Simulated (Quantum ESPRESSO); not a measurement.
## Collinear magnetic orders of V3Sb2 with Quantum ESPRESSO

A self-consistent run ends on one state, which hangs on the start. Several orders of V3Sb2 are started in Quantum ESPRESSO and their energies compared.

Main program and level: Quantum ESPRESSO 7.5; PBEsol; plane waves with GBRV 1.5 PBEsol potentials, no spin-orbit coupling.

This is a report of a sequence of runs, with most program output left out.

## Step 1: The starting structure

The structure is trigonal, space group R-3m (No. 166). Conventional cell: a = 5.505 Å, b = 5.505 Å, c = 20.327 Å, α = 90.00°, β = 90.00°, γ = 120.00°. Nearest to V lie 6 V at 2.62 to 2.89 Å and 5 Sb at 2.75 to 2.83 Å. Sb has 9 V at 2.75 to 2.83 Å nearest. Nearest to Sb lie 6 V at 2.75 to 2.77 Å. Farther neighbours are not listed.

The cell comes from Materials Project 2023-11-01, a database of computed structures, and need not be the stable phase.

## Step 2: Start 1: ferro ++++++

The signs are those of the starting moments on the seeded atoms, the atoms that are given a moment.

Input file pw.in:

```
&CONTROL
  calculation = 'scf'
  prefix = 'pwscf'
  outdir = './tmp'
  pseudo_dir = './pseudo'
  disk_io = 'nowf'
/
&SYSTEM
  ibrav = 0
  nat = 10
  ntyp = 2
  ecutwfc = 40
  ecutrho = 280
  nbnd = 90
  occupations = 'smearing'
  smearing = 'fd'
  degauss = 0.00734986
  nspin = 2
  starting_magnetization(1) = 0.1154
  starting_magnetization(2) = 0
/
&ELECTRONS
  conv_thr = 2d-08
  electron_maxstep = 150
  mixing_beta = 0.3
/
ATOMIC_SPECIES
V      50.9415 v_pbesol_v1.4.uspp.F.UPF
Sb    121.7600 sb_pbesol_v1.4.uspp.F.UPF
CELL_PARAMETERS angstrom
   2.7525426209    1.5891812232    6.7757537157
  -2.7525426209    1.5891812232    6.7757537157
   0.0000000000   -3.1783624463    6.7757537157
ATOMIC_POSITIONS crystal
V       0.6028366100    0.1274830000    0.6028366100
V       0.6028366100    0.6028366100    0.1274830000
V       0.1274830000    0.6028366100    0.6028366100
V       0.8725170000    0.3971633900    0.3971633900
V       0.3971633900    0.8725170000    0.3971633900
V       0.3971633900    0.3971633900    0.8725170000
Sb      0.1097455600    0.1097455600    0.1097455600
Sb      0.8902544400    0.8902544400    0.8902544400
Sb      0.3311160700    0.3311160700    0.3311160700
Sb      0.6688839300    0.6688839300    0.6688839300
K_POINTS automatic
6 6 6 0 0 0
```

The run is started by

```
$ OMP_NUM_THREADS=1 mpirun -n 4 pw.x -nk 4 -in pw.in > pw.out
```

Elapsed: 3.2 min, on 4 MPI ranks of AMD EPYC 9R14 (Zen 4), shared host; peak memory 1.3 GiB; 13 min of CPU time.

Spin moment in the atom's sphere by atom:

| atom | spin moment in the atom's sphere (μB) |
| --- | --- |
| V1 | -0.0002 |
| V2 | -0.0002 |
| V3 | -0.0002 |
| V4 | -0.0002 |
| V5 | -0.0002 |
| V6 | -0.0002 |
| Sb7 | 0.0000 |
| Sb8 | 0.0000 |
| Sb9 | 0.0000 |
| Sb10 | 0.0000 |

Numbers from this step:

- smearing term TS: 0.2814 eV
- magnetization: 0 μB
- absolute magnetization: 0 μB
- final state: non-magnetic

Valence density in the ac plane of the conventional cell at fractional y = 0.000, with atoms of V and Sb within 0.2 Å of it. It is the smooth field of the valence electrons, not physical close to the nuclei.

Values in e/Å³, 24 rows by 15 columns, each cell a mean:
```
 0  0  0  0  0  0  0  0  0  0  0  0  0  0  0
 2  1  0  0  0  0  1  1  1  0  0  0  0  1  1
12  6  1  0  0  1  6  9  9  2  0  0  1  3 10
 2  1  0  0  0  0  1  2  2  1  0  0  0  1  2
 0  0  0  0  0  0  0  0  0  0  0  0  0  0  0
 0  0  0  1  1  0  0  0  0  0  0  1  0  0  0
 1  0  0  0  0  0  0  0  0  0  0  0  0  0  1
10  4  1  0  0  0  0  0  0  0  0  0  0  2  8
 6  3  1  0  0  0  0  0  0  0  0  0  0  1  4
 0  0  0  0  0  0  0  0  0  0  0  0  0  0  0
 0  0  1  1  1  0  0  0  0  0  1  1  1  0  0
 0  0  0  0  0  0  0  0  0  0  0  0  0  0  0
 0  0  0  1  0  0  0  0  0  0  0  1  0  0  0
 0  0  1  1  1  0  0  0  0  0  0  1  1  0  0
 0  0  0  0  0  0  0  0  0  0  0  0  0  0  0
 9  4  1  0  0  0  0  0  0  0  0  0  0  2  7
 7  3  1  0  0  0  0  0  0  0  0  0  0  2  6
 0  0  0  0  0  0  0  0  0  0  0  0  0  0  0
 0  0  0  1  1  0  0  0  0  0  1  1  0  0  0
 0  0  0  0  0  0  0  0  0  0  0  0  0  0  0
 4  2  1  0  0  0  2  5  4  1  0  0  0  1  3
11  5  1  0  0  1  5  8  8  2  0  0  1  3  9
 1  0  0  0  0  0  0  1  0  0  0  0  0  0  1
 0  0  0  0  0  0  0  0  0  0  0  0  0  0  0
```
Columns run along a (5.5 Å), rows up along c (20.3 Å), edges of the conventional cell, whose origin can differ from the input's. Atoms in or near the plane, at fractional coordinates: V at (0.49, 0.11), V at (0.51, 0.89), Sb at (0.00, 0.11), Sb at (0.00, 0.89), Sb at (0.00, 0.33), Sb at (0.00, 0.67).

## Step 3: Start 2: antiferro ++−−+−

Input file pw.in:

```
&CONTROL
  calculation = 'scf'
  prefix = 'pwscf'
  outdir = './tmp'
  pseudo_dir = './pseudo'
  disk_io = 'nowf'
/
&SYSTEM
  ibrav = 0
  nat = 10
  ntyp = 3
  ecutwfc = 40
  ecutrho = 280
  nbnd = 85
  occupations = 'smearing'
  smearing = 'fd'
  degauss = 0.00734986
  nspin = 2
  starting_magnetization(1) = 0.1154
  starting_magnetization(2) = -0.1154
  starting_magnetization(3) = 0
/
&ELECTRONS
  conv_thr = 2d-08
  electron_maxstep = 150
  mixing_beta = 0.3
/
ATOMIC_SPECIES
V1     50.9415 v_pbesol_v1.4.uspp.F.UPF
V2     50.9415 v_pbesol_v1.4.uspp.F.UPF
Sb    121.7600 sb_pbesol_v1.4.uspp.F.UPF
CELL_PARAMETERS angstrom
   2.7525426209    1.5891812232    6.7757537157
  -2.7525426209    1.5891812232    6.7757537157
   0.0000000000   -3.1783624463    6.7757537157
ATOMIC_POSITIONS crystal
V1      0.6028366100    0.1274830000    0.6028366100
V1      0.6028366100    0.6028366100    0.1274830000
V2      0.1274830000    0.6028366100    0.6028366100
V2      0.8725170000    0.3971633900    0.3971633900
V1      0.3971633900    0.8725170000    0.3971633900
V2      0.3971633900    0.3971633900    0.8725170000
Sb      0.1097455600    0.1097455600    0.1097455600
Sb      0.8902544400    0.8902544400    0.8902544400
Sb      0.3311160700    0.3311160700    0.3311160700
Sb      0.6688839300    0.6688839300    0.6688839300
K_POINTS automatic
6 6 6 0 0 0
```

It took 24 min on 4 MPI ranks; peak memory 2.4 GiB.

Spin moment in the atom's sphere by atom:

| atom | spin moment in the atom's sphere (μB) |
| --- | --- |
| V1 | 0.0013 |
| V2 | -0.0004 |
| V3 | -0.0007 |
| V4 | -0.0012 |
| V5 | 0.0007 |
| V6 | 0.0004 |
| Sb7 | 0.0000 |
| Sb8 | 0.0000 |
| Sb9 | 0.0000 |
| Sb10 | 0.0000 |

This step gave:

```
smearing term TS       : 0.2814 eV
magnetization          : 0 μB
absolute magnetization : 0.006 μB
final state            : non-magnetic
```

Valence density in the ac plane of the conventional cell at fractional y = 0.000, with atoms of V and Sb within 0.2 Å of it. It is the smooth field of the valence electrons, not physical close to the nuclei.

Ten steps, logarithmic in the rise over the least value, from '0' (0 e/Å³) to '9' (12 e/Å³), each cell a mean:
```
000001111100000
542112354211235
984224899622369
643222465322235
222222222222222
112332222233321
332111111111223
974210000011369
863210000011257
222211111112222
223442221234432
122222111123221
222332111223322
223442212234432
322211111111223
974210000011368
874210000011358
222211111112222
122332222233321
222222222222222
753223677422247
984224888622369
332111233211123
000001121100000
```
Columns run along a (5.5 Å), rows up along c (20.3 Å), edges of the conventional cell, whose origin can differ from the input's. Atoms in or near the plane, at fractional coordinates: V at (0.49, 0.11), V at (0.51, 0.89), Sb at (0.00, 0.11), Sb at (0.00, 0.89), Sb at (0.00, 0.33), Sb at (0.00, 0.67).

## Step 4: Start 3: antiferro +++−−−

Edit pw.in of step 3 so:

```diff
@@ -38,5 +38,5 @@
 V1      0.6028366100    0.6028366100    0.1274830000
-V2      0.1274830000    0.6028366100    0.6028366100
+V1      0.1274830000    0.6028366100    0.6028366100
 V2      0.8725170000    0.3971633900    0.3971633900
-V1      0.3971633900    0.8725170000    0.3971633900
+V2      0.3971633900    0.8725170000    0.3971633900
 V2      0.3971633900    0.3971633900    0.8725170000
```

It took 3.6 min on 4 MPI ranks; peak memory 1.3 GiB.

Spin moment in the atom's sphere by atom:

| atom | spin moment in the atom's sphere (μB) |
| --- | --- |
| V1 | 0.0001 |
| V2 | 0.0001 |
| V3 | 0.0001 |
| V4 | 0.0002 |
| V5 | 0.0002 |
| V6 | 0.0002 |
| Sb7 | 0.0000 |
| Sb8 | 0.0000 |
| Sb9 | 0.0000 |
| Sb10 | 0.0000 |

Read from the output:

```
smearing term TS       : 0.2814 eV
magnetization          : 0 μB
absolute magnetization : 0 μB
final state            : non-magnetic
```

## Step 5: The states side by side

An order is kept where moments of 0.15 μB or more survive with the typed signs; meshes match where a doubled cell samples the same k points as the first cell.

Orders:

| start | final state | typed order kept | energy over the lowest (meV a seeded atom) | largest site moment (μB) | net moment (μB a cell of the first run) | mesh matched | CPU time (s) |
| --- | --- | --- | --- | --- | --- | --- | --- |
| ferro ++++++ | non-magnetic | no | 0 | 0 | 9.34e-4 | yes | 773.8 |
| antiferro ++--+- | non-magnetic | no | 0 | 0.001262 | 0 | yes | 5856 |
| antiferro +++--- | non-magnetic | no | 0 | 0 | 0.001135 | yes | 859.4 |

## Step 6: Summary of results

```
lowest state found  : non-magnetic (from ferro ++++++, antiferro ++--+- and antiferro +++---)
largest site moment : 0 μB
```

What this shows: The lowest state carries no moment, and no start kept one. This is the lowest of 3 collinear or spinless starts, no proof of the ground state. Energies are free energies at an electronic temperature of 1160 K, which lowers moments and differences where the moments are itinerant.

[Logs and program files are shortened in this print: banners, set-up blocks, solver, clock and traceback lines can be left out without a mark of their own.]

[Logs are printed without paths, hosts, clocks, repeated set-up lines and the standing remarks that a program may print on its own settings, such as how far it seeks lower states.]

[Hosts, paths, dates, database ids (printed as entryN), source tags and the programs' standing remarks are cut or masked in the printed files.]

[Where a cell is said to come from a database of computed structures, the database is the Materials Project.]
